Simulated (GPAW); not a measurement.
**STM contrast on a 8-layer slab of K(100)**

What would a tunnelling microscope show on a 8-layer slab of K(100)?

Main program and level: GPAW 26.7.0; GPAW, PAW setups; slab in vacuum, relaxation, in the first sound run; inputs show where later runs differ.

### 1. Set-up

The cell holds 8 atoms: 8 K. Cell: a = 5.230 Å, b = 5.230 Å, c = 32.305 Å, α = 90.0°, β = 90.0°, γ = 90.0°. Vacuum lies along c.

As a file:

```
K
1.0
     5.23000    0.00000    0.00000
     0.00000    5.23000    0.00000
     0.00000    0.00000   32.30500
K
8
Direct
  0.50000 0.50000 0.21668
  0.00000 0.00000 0.29763
  0.50000 0.50000 0.37858
  0.00000 0.00000 0.45953
  0.50000 0.50000 0.54047
  0.00000 0.00000 0.62142
  0.50000 0.50000 0.70237
  0.00000 0.00000 0.78332
```

### 2. Relaxation

The atoms are relaxed first, since the surface dipole, and with it the work function, follows the positions of the outer layers. The lowest 4 atoms are held at bulk positions and keep their forces.

run.py

```python
import json
import numpy as np
from ase import Atoms
from ase.constraints import FixAtoms
from ase.optimize import BFGS
from gpaw import GPAW, PW

slab = Atoms(
    ['K', 'K', 'K', 'K', 'K', 'K', 'K', 'K'],
    positions=[
        [2.61500, 2.61500, 7.00000],
        [0.00000, 0.00000, 9.61500],
        [2.61500, 2.61500, 12.23000],
        [0.00000, 0.00000, 14.84500],
        [2.61500, 2.61500, 17.46000],
        [0.00000, 0.00000, 20.07500],
        [2.61500, 2.61500, 22.69000],
        [0.00000, 0.00000, 25.30500]],
    cell=[[5.23, 0.0, 0.0], [0.0, 5.23, 0.0], [0.0, 0.0, 32.305]],
    pbc=[True, True, False])

slab.calc = GPAW(mode=PW(400), xc='PBE', kpts={'size': (6, 6, 1), 'gamma': True},
                 occupations={'name': 'fermi-dirac', 'width': 0.1}, nbands='160%',
                 convergence={'density': 1e-05}, maxiter=200,
                 poissonsolver={'dipolelayer': 'xy'},
                 symmetry={'tolerance': 1e-3, 'extra_ids': [1, 1, 1, 1, 0, 0, 0, 0]}, txt='slab.txt')
result = {}
slab.set_constraint(FixAtoms([0, 1, 2, 3]))
path = []
opt = BFGS(slab, maxstep=0.2)
opt.attach(lambda: path.append((slab.get_potential_energy(), slab.positions.tolist(), slab.get_forces().tolist())))
result['relaxed'] = bool(opt.run(fmax=0.03, steps=40))
result['path'] = path
energy = slab.get_potential_energy()
fermi = slab.calc.get_fermi_level()
v = slab.calc.get_electrostatic_potential().mean((0, 1)) - fermi
n = slab.calc.get_pseudo_density().mean((0, 1))
L = slab.cell[2, 2]
z = np.arange(len(v)) * L / len(v)
low, high = slab.positions[:, 2].min(), slab.positions[:, 2].max()
below, above = np.interp([low - 4.8, high + 4.8], z, v)
slopes = [np.interp(x, z, np.gradient(v, z)) for x in (low - 4.8, high + 4.8)]
eps = np.array([[slab.calc.get_eigenvalues(k, s) for k in range(len(slab.calc.get_ibz_k_points()))]
                for s in range(slab.calc.get_number_of_spins())]) - fermi
top, bottom = eps[eps < 0].max(), eps[eps > 0].min()
dipole = slab.get_dipole_moment()[2]
print(f'energy {energy:.4f} eV, Fermi level {fermi:.4f} eV, dipole {dipole:.5f} e A')
print(f'potential 4.8 A off the faces, from the Fermi level: lower {below:.4f} eV, upper {above:.4f} eV')
print(f'slope of the potential there: lower {slopes[0]:.5f}, upper {slopes[1]:.5f} eV/A')
print(f'nearest levels on the mesh: {top:.4f} and {bottom:.4f} eV')
print('magnetic moment', round(slab.get_magnetic_moment(), 3))
result.update(energy=energy, fermi=fermi, dipole=dipole, below=below, above=above, slopes=slopes, edges=[top, bottom],
              z=z.tolist(), v=v.tolist(), n=n.tolist(), positions=slab.positions.tolist(),
              forces=slab.get_forces(apply_constraint=False).tolist(), moments=slab.get_magnetic_moments().tolist())
json.dump(result, open('result.json', 'w'))
```

Command:

```sh
$ OMP_NUM_THREADS=1 OPENBLAS_NUM_THREADS=1 python run.py
```

Log:

```text
Step          Energy          fmax
BFGS:    0       -9.106349        0.023767
energy -9.0061 eV, Fermi level -0.0297 eV, dipole 0.00002 e A
potential 4.8 A off the faces, from the Fermi level: lower 2.2374 eV, upper 2.2374 eV
slope of the potential there: lower -0.00777, upper 0.00777 eV/A
nearest levels on the mesh: -0.0526 and 0.0218 eV
magnetic moment 0.0
```

Run time: 5 min. Hardware: 1 thread of Arm Neoverse V2, shared host; peak memory 0.5 GiB.

Numbers from this step:

```
dipole along the normal                    : 1.75e-5 e·Å
levels nearest the Fermi level on the mesh : -0.05262, 0.02177 eV from the Fermi level
upper work function                        : 2.237 eV
lower work function                        : 2.237 eV
```

The electrostatic potential energy of an electron (without an applied field's), less the Fermi level, planar mean oscillates, so the rows of the table below give means over windows of 2.58 Å about each position, cut where the curve ends. Its maxima inside the range that stand out by 2 % of the span (Å: eV): 8.3: 0.921, 10.9: 0.903, 13.6: 0.913, 16.2: 0.926, 18.7: 0.913, 21.4: 0.903, 24.0: 0.921. Its minima: 7.0: -4.81, 9.6: -4.62, 12.3: -4.61, 14.9: -4.66, 17.4: -4.66, 20.0: -4.61, 22.7: -4.62, 25.3: -4.81.

Electrostatic potential energy of an electron (without an applied field's), less the Fermi level, planar mean against z; means over each step:

z (Å), electrostatic potential energy of an electron (without an applied field's), less the Fermi level, planar mean (eV) and a bar from the least value:
```
     1.29       2.24 ##############################
     3.87       2.13 #############################
     6.45      -0.96 ##
     9.03      -1.11 
    11.61      -1.12 
    14.19      -1.12 
    16.77      -1.11 
    19.35      -1.11 
    21.93      -1.10 #
    24.51      -1.16 
    27.09       1.41 #######################
    29.67       2.22 ##############################
```

The pseudo valence density, planar mean oscillates, so the rows of the table below give means over windows of 2.58 Å about each position, cut where the curve ends. Its maxima inside the range that stand out by 2 % of the span (Å: e/Å³): 7.1: 0.278, 9.7: 0.285, 12.3: 0.289, 14.9: 0.291, 17.4: 0.291, 20.0: 0.289, 22.6: 0.285, 25.2: 0.278. Its minima: 8.4: 0.0265, 11.0: 0.0249, 13.6: 0.0247, 16.2: 0.0248, 18.7: 0.0247, 21.3: 0.0249, 23.9: 0.0265.

Table of pseudo valence density, planar mean by z; means over each step:

```
z (Å)  pseudo valence density, planar mean (e/Å³)
 1.29                                      3.0e-5
 3.87                                     0.00128
 6.45                                       0.117
 9.03                                       0.127
11.61                                       0.126
14.19                                       0.126
16.77                                       0.126
19.35                                       0.126
21.93                                       0.126
24.51                                       0.125
27.09                                      0.0204
29.67                                      2.3e-4
```

The starting forces already met the threshold, so no step was taken. The largest force left on a free atom is 0.024 eV/Å.

### 3. The slab's potential

With the geometry fixed, the planar mean of the potential gives the vacuum level on each side.

This step: GPAW, PAW setups; slab in vacuum (GPAW 26.7.0).

run.py: that of step 2 with these lines changed.

```diff
@@ -3,4 +3,3 @@
 from ase import Atoms
-from ase.constraints import FixAtoms
-from ase.optimize import BFGS
+from ase.dft.stm import STM
 from gpaw import GPAW, PW
@@ -25,10 +24,4 @@
                  poissonsolver={'dipolelayer': 'xy'},
-                 symmetry={'tolerance': 1e-3, 'extra_ids': [1, 1, 1, 1, 0, 0, 0, 0]}, txt='slab.txt')
+                 symmetry={'tolerance': 1e-3}, txt='slab.txt')
 result = {}
-slab.set_constraint(FixAtoms([0, 1, 2, 3]))
-path = []
-opt = BFGS(slab, maxstep=0.2)
-opt.attach(lambda: path.append((slab.get_potential_energy(), slab.positions.tolist(), slab.get_forces().tolist())))
-result['relaxed'] = bool(opt.run(fmax=0.03, steps=40))
-result['path'] = path
 energy = slab.get_potential_energy()
@@ -54,2 +47,16 @@
               forces=slab.get_forces(apply_constraint=False).tolist(), moments=slab.get_magnetic_moments().tolist())
+
+# Images need the states of the whole zone, up to time reversal
+slab.calc = slab.calc.fixed_density(symmetry={'point_group': False}, txt='states.txt', nbands='250%',
+                                    convergence={'bands': 'CBM+1.3'})
+stm = STM(slab)
+result['stm'] = []
+for bias in [-1.0, 1.0]:
+    height = high + 3.0
+    current = stm.get_averaged_current(bias, height)
+    x, y, h = stm.scan(bias, current)
+    i, f = divmod(height / L * stm.ldos.shape[2], 1)
+    I = abs((1 - f) * stm.ldos[:, :, int(i)] + f * stm.ldos[:, :, int(i) + 1])
+    print(f'bias {bias} V: mean current at 3.0 A {current:.4e}, corrugation {np.ptp(h):.4f} A')
+    result['stm'].append(dict(bias=bias, current=current, h=(h - high).tolist(), I=I.tolist()))
 json.dump(result, open('result.json', 'w'))
```

Log:

```text
energy -9.0061 eV, Fermi level -0.0297 eV, dipole 0.00002 e A
potential 4.8 A off the faces, from the Fermi level: lower 2.2374 eV, upper 2.2374 eV
slope of the potential there: lower -0.00777, upper 0.00777 eV/A
nearest levels on the mesh: -0.0526 and 0.0218 eV
magnetic moment 0.0
bias -1.0 V: mean current at 3.0 A 3.7471e-04, corrugation 0.3187 A
bias 1.0 V: mean current at 3.0 A 1.6029e-03, corrugation 0.2391 A
```

The job ended after 13 min (1 thread; peak memory 1.1 GiB).

This step gave:

```yaml
corrugation_minus_1: 0.3187 Å
corrugation_1: 0.2391 Å
```

The electrostatic potential energy of an electron (without an applied field's), less the Fermi level, planar mean oscillates, so the rows of the table below give means over windows of 2.58 Å about each position, cut where the curve ends. Its maxima inside the range that stand out by 2 % of the span (Å: eV): 8.3: 0.921, 10.9: 0.903, 13.6: 0.913, 16.2: 0.926, 18.7: 0.913, 21.4: 0.903, 24.0: 0.921. Its minima: 7.0: -4.81, 9.6: -4.62, 12.3: -4.61, 14.9: -4.66, 17.4: -4.66, 20.0: -4.61, 22.7: -4.62, 25.3: -4.81.

Electrostatic potential energy of an electron (without an applied field's), less the Fermi level, planar mean against z; means over each step:

```
z (Å)  electrostatic potential energy of an electron (without an applied field's), less the Fermi level, planar mean (eV)
 1.29                                                                                                                2.24
 3.87                                                                                                                2.13
 6.45                                                                                                              -0.963
 9.03                                                                                                               -1.11
11.61                                                                                                               -1.12
14.19                                                                                                               -1.12
16.77                                                                                                               -1.11
19.35                                                                                                               -1.11
21.93                                                                                                               -1.10
24.51                                                                                                               -1.16
27.09                                                                                                                1.41
29.67                                                                                                                2.22
```

The pseudo valence density, planar mean oscillates, so the rows of the table below give means over windows of 2.58 Å about each position, cut where the curve ends. Its maxima inside the range that stand out by 2 % of the span (Å: e/Å³): 7.1: 0.278, 9.7: 0.285, 12.3: 0.289, 14.9: 0.291, 17.4: 0.291, 20.0: 0.289, 22.6: 0.285, 25.2: 0.278. Its minima: 8.4: 0.0265, 11.0: 0.0249, 13.6: 0.0247, 16.2: 0.0248, 18.7: 0.0247, 21.3: 0.0249, 23.9: 0.0265.

The pseudo valence density, planar mean by z; means over each step:

(Unchanged from step 2.)

Tip height over the top atom over a1 and a2. Sample bias -1 V, constant current at the mean current 3.0 Å over the top atom.

Values in Å, 12 rows by 16 columns, each cell a mean:
```
3.13 3.13 3.11 3.09 3.06 3.03 3.01 2.99 2.99 3.00 3.02 3.04 3.07 3.10 3.12 3.13
3.11 3.11 3.09 3.07 3.04 3.01 2.98 2.97 2.96 2.97 2.99 3.02 3.05 3.07 3.10 3.11
3.08 3.07 3.06 3.03 3.00 2.97 2.94 2.92 2.92 2.93 2.95 2.98 3.01 3.04 3.06 3.08
3.04 3.04 3.02 2.99 2.96 2.92 2.90 2.88 2.88 2.89 2.91 2.94 2.97 3.00 3.03 3.04
3.01 3.01 2.98 2.96 2.92 2.89 2.87 2.85 2.84 2.85 2.87 2.90 2.93 2.97 2.99 3.01
3.00 2.99 2.97 2.94 2.90 2.87 2.85 2.83 2.83 2.84 2.86 2.88 2.92 2.95 2.98 2.99
3.00 2.99 2.97 2.94 2.91 2.88 2.85 2.84 2.83 2.84 2.86 2.89 2.92 2.96 2.98 3.00
3.03 3.02 3.00 2.97 2.94 2.90 2.88 2.86 2.86 2.87 2.89 2.92 2.95 2.98 3.01 3.02
3.06 3.05 3.04 3.01 2.98 2.95 2.92 2.90 2.90 2.91 2.93 2.96 2.99 3.02 3.05 3.06
3.10 3.09 3.07 3.05 3.02 2.99 2.96 2.95 2.94 2.95 2.97 3.00 3.03 3.06 3.08 3.09
3.12 3.12 3.10 3.08 3.05 3.02 3.00 2.98 2.98 2.99 3.01 3.03 3.06 3.09 3.11 3.12
3.14 3.13 3.11 3.09 3.07 3.04 3.01 3.00 2.99 3.00 3.02 3.05 3.08 3.10 3.12 3.14
```
Columns: a1 from 0 to 0.96; rows upwards: a2 from 0 to 0.96.

Local density of states summed over the bias window over a1 and a2. Sample bias -1 V, constant height 3.0 Å over the top atom.

Values in units of 1e-4 arbitrary, 12 rows by 16 columns, each cell a mean:
```
4.6 4.5 4.4 4.3 4.1 3.9 3.8 3.7 3.7 3.7 3.8 4.0 4.1 4.3 4.5 4.5
4.4 4.4 4.3 4.1 4.0 3.8 3.7 3.6 3.6 3.6 3.7 3.9 4.0 4.2 4.3 4.4
4.2 4.2 4.1 3.9 3.8 3.6 3.5 3.4 3.4 3.4 3.5 3.7 3.8 4.0 4.1 4.2
4.0 3.9 3.8 3.7 3.6 3.4 3.3 3.2 3.2 3.2 3.3 3.5 3.6 3.8 3.9 4.0
3.8 3.8 3.7 3.5 3.4 3.3 3.2 3.1 3.1 3.1 3.2 3.3 3.5 3.6 3.7 3.8
3.7 3.7 3.6 3.5 3.3 3.2 3.1 3.0 3.0 3.0 3.1 3.2 3.4 3.5 3.6 3.7
3.8 3.7 3.6 3.5 3.3 3.2 3.1 3.0 3.0 3.1 3.1 3.3 3.4 3.5 3.7 3.7
3.9 3.8 3.7 3.6 3.5 3.3 3.2 3.1 3.1 3.2 3.2 3.4 3.5 3.7 3.8 3.9
4.1 4.0 3.9 3.8 3.7 3.5 3.4 3.3 3.3 3.3 3.4 3.6 3.7 3.9 4.0 4.1
4.3 4.3 4.2 4.0 3.9 3.7 3.6 3.5 3.5 3.5 3.6 3.8 3.9 4.1 4.2 4.3
4.5 4.5 4.3 4.2 4.0 3.9 3.7 3.7 3.6 3.7 3.8 3.9 4.1 4.3 4.4 4.5
4.6 4.6 4.4 4.3 4.1 3.9 3.8 3.7 3.7 3.8 3.9 4.0 4.2 4.3 4.5 4.6
```
Columns: a1 from 0 to 0.96; rows upwards: a2 from 0 to 0.96.

Tip height over the top atom over a1 and a2. Sample bias 1 V, constant current at the mean current 3.0 Å over the top atom.

Values in Å, 12 rows by 16 columns, each cell a mean:
```
3.09 3.09 3.08 3.06 3.05 3.03 3.02 3.01 3.00 3.01 3.02 3.04 3.05 3.07 3.08 3.09
3.08 3.08 3.06 3.05 3.03 3.01 3.00 2.98 2.98 2.99 3.00 3.02 3.04 3.06 3.07 3.08
3.06 3.06 3.04 3.03 3.00 2.98 2.96 2.95 2.95 2.95 2.97 2.99 3.01 3.03 3.05 3.06
3.04 3.03 3.02 3.00 2.97 2.94 2.92 2.91 2.91 2.91 2.93 2.95 2.98 3.01 3.03 3.04
3.02 3.01 3.00 2.97 2.94 2.91 2.89 2.88 2.87 2.88 2.90 2.92 2.95 2.98 3.00 3.02
3.01 3.00 2.99 2.96 2.93 2.90 2.88 2.86 2.86 2.87 2.89 2.91 2.94 2.97 2.99 3.01
3.01 3.01 2.99 2.97 2.94 2.91 2.88 2.87 2.86 2.87 2.89 2.92 2.95 2.97 3.00 3.01
3.03 3.02 3.01 2.98 2.96 2.93 2.91 2.89 2.89 2.90 2.91 2.94 2.97 2.99 3.01 3.03
3.05 3.04 3.03 3.01 2.99 2.96 2.94 2.93 2.93 2.93 2.95 2.97 3.00 3.02 3.04 3.05
3.07 3.07 3.05 3.04 3.02 3.00 2.98 2.97 2.96 2.97 2.98 3.00 3.03 3.04 3.06 3.07
3.09 3.08 3.07 3.06 3.04 3.02 3.01 3.00 2.99 3.00 3.01 3.03 3.05 3.06 3.08 3.08
3.10 3.09 3.08 3.07 3.05 3.04 3.02 3.01 3.01 3.01 3.03 3.04 3.06 3.07 3.09 3.09
```
Columns: a1 from 0 to 0.96; rows upwards: a2 from 0 to 0.96.

Local density of states summed over the bias window over a1 and a2. Sample bias 1 V, constant height 3.0 Å over the top atom.

Ten even steps from '_' (1.40 × 1e-3 arbitrary) to '@' (1.78 × 1e-3 arbitrary):
```
@@@@@@@@%%%%####******++++++++******####%%%%@@@@@@
@@@@@@@@%%%%####****++++++++++++****####%%%%@@@@@@
@@@@@@%%%%####****++++++====++++++****####%%%%@@@@
@@%%%%%%####****++++============++++****####%%%%%%
%%%%%%####****++++====--------====++++****####%%%%
%%######****++++==----------------==++++****######
######****++++==----::::::::::::----==++++****####
##******++++==----::::........::::----==++++******
******++++==----::......____......::----==++++****
****++++====--::::....________....::::--====++++**
++++++++==----::....____________....::----==++++++
++++++====----::..________________..::----====++++
++++++====----::..________________..::----====++++
++++++++==----::....____________....::----==++++++
****++++====--::::....________....::::--====++++**
******++++==----::......____......::----==++++****
##******++++==----::::........::::----==++++******
######****++++==----::::::::::::----==++++****####
%%######****++++==----------------==++++****######
%%%%%%####****++++====--------====++++****####%%%%
@@%%%%%%####****++++============++++****####%%%%%%
@@@@@@%%%%####****++++++====++++++****####%%%%@@@@
@@@@@@@@%%%%####****++++++++++++****####%%%%@@@@@@
@@@@@@@@%%%%####******++++++++******####%%%%@@@@@@
@@@@@@@@@@%%%%####****++++++++****####%%%%@@@@@@@@
```
Columns: a1 from 0 to 0.96; rows upwards: a2 from 0 to 0.96.

The potential is flat to 0.008 eV/Å where it is read, so the vacuum is wide enough.

### 4. A changed run

One more run, with changed settings.

run.py: that of step 3 with these lines changed.

```diff
@@ -3,3 +3,2 @@
 from ase import Atoms
-from ase.dft.stm import STM
 from gpaw import GPAW, PW
@@ -22,3 +21,3 @@
                  occupations={'name': 'fermi-dirac', 'width': 0.1}, nbands='160%',
-                 convergence={'density': 1e-05}, maxiter=200,
+                 convergence={'density': 1e-05}, maxiter=6,
                  poissonsolver={'dipolelayer': 'xy'},
@@ -47,16 +46,2 @@
               forces=slab.get_forces(apply_constraint=False).tolist(), moments=slab.get_magnetic_moments().tolist())
-
-# Images need the states of the whole zone, up to time reversal
-slab.calc = slab.calc.fixed_density(symmetry={'point_group': False}, txt='states.txt', nbands='250%',
-                                    convergence={'bands': 'CBM+1.3'})
-stm = STM(slab)
-result['stm'] = []
-for bias in [-1.0, 1.0]:
-    height = high + 3.0
-    current = stm.get_averaged_current(bias, height)
-    x, y, h = stm.scan(bias, current)
-    i, f = divmod(height / L * stm.ldos.shape[2], 1)
-    I = abs((1 - f) * stm.ldos[:, :, int(i)] + f * stm.ldos[:, :, int(i) + 1])
-    print(f'bias {bias} V: mean current at 3.0 A {current:.4e}, corrugation {np.ptp(h):.4f} A')
-    result['stm'].append(dict(bias=bias, current=current, h=(h - high).tolist(), I=I.tolist()))
 json.dump(result, open('result.json', 'w'))
```

Log:

```text
gpaw.KohnShamConvergenceError
```

Run time: 91 s. Hardware: 1 thread; peak memory 0.49 GiB.

The run stopped without converging, so none of its numbers is a property of the system.

The fault put into the input: too few SCF iterations (maxiter = 6).

### 5. Results

* work function, both faces: 2.24 eV
* dipole along the normal: 1.7e-5 e Å, near the numerical noise
* corrugation at -1 V: 0.319 Å
* corrugation at 1 V: 0.239 Å

In words: The corrugation at constant current is largest at -1 V, where the tip height varies by 0.32 Å over the cell. Negative sample bias images filled states, positive bias empty ones. The measured value for polycrystalline K, which weights the faces of low work function, is 2.29 eV (as compiled in "Anisotropic work function of elemental crystals", 2019, arxiv:1902.07811); the relaxed upper face lies 0.053 eV under it with PBE. Measured work functions scatter by a tenth of an eV or more between methods. The images are of Tersoff-Hamann type: an s-wave tip, no tip-sample forces, heights closer than in a microscope. The in-plane lattice was kept as typed, which isn't the functional's own and leaves some strain; spin-orbit coupling and temperature are left out.

[Logs are printed without paths, hosts, clocks, repeated set-up lines and the standing remarks that a program may print on its own settings, such as how far it seeks lower states.]

[Hosts, paths, dates, database ids (printed as entryN), source tags and the programs' standing remarks are cut or masked in the printed files.]
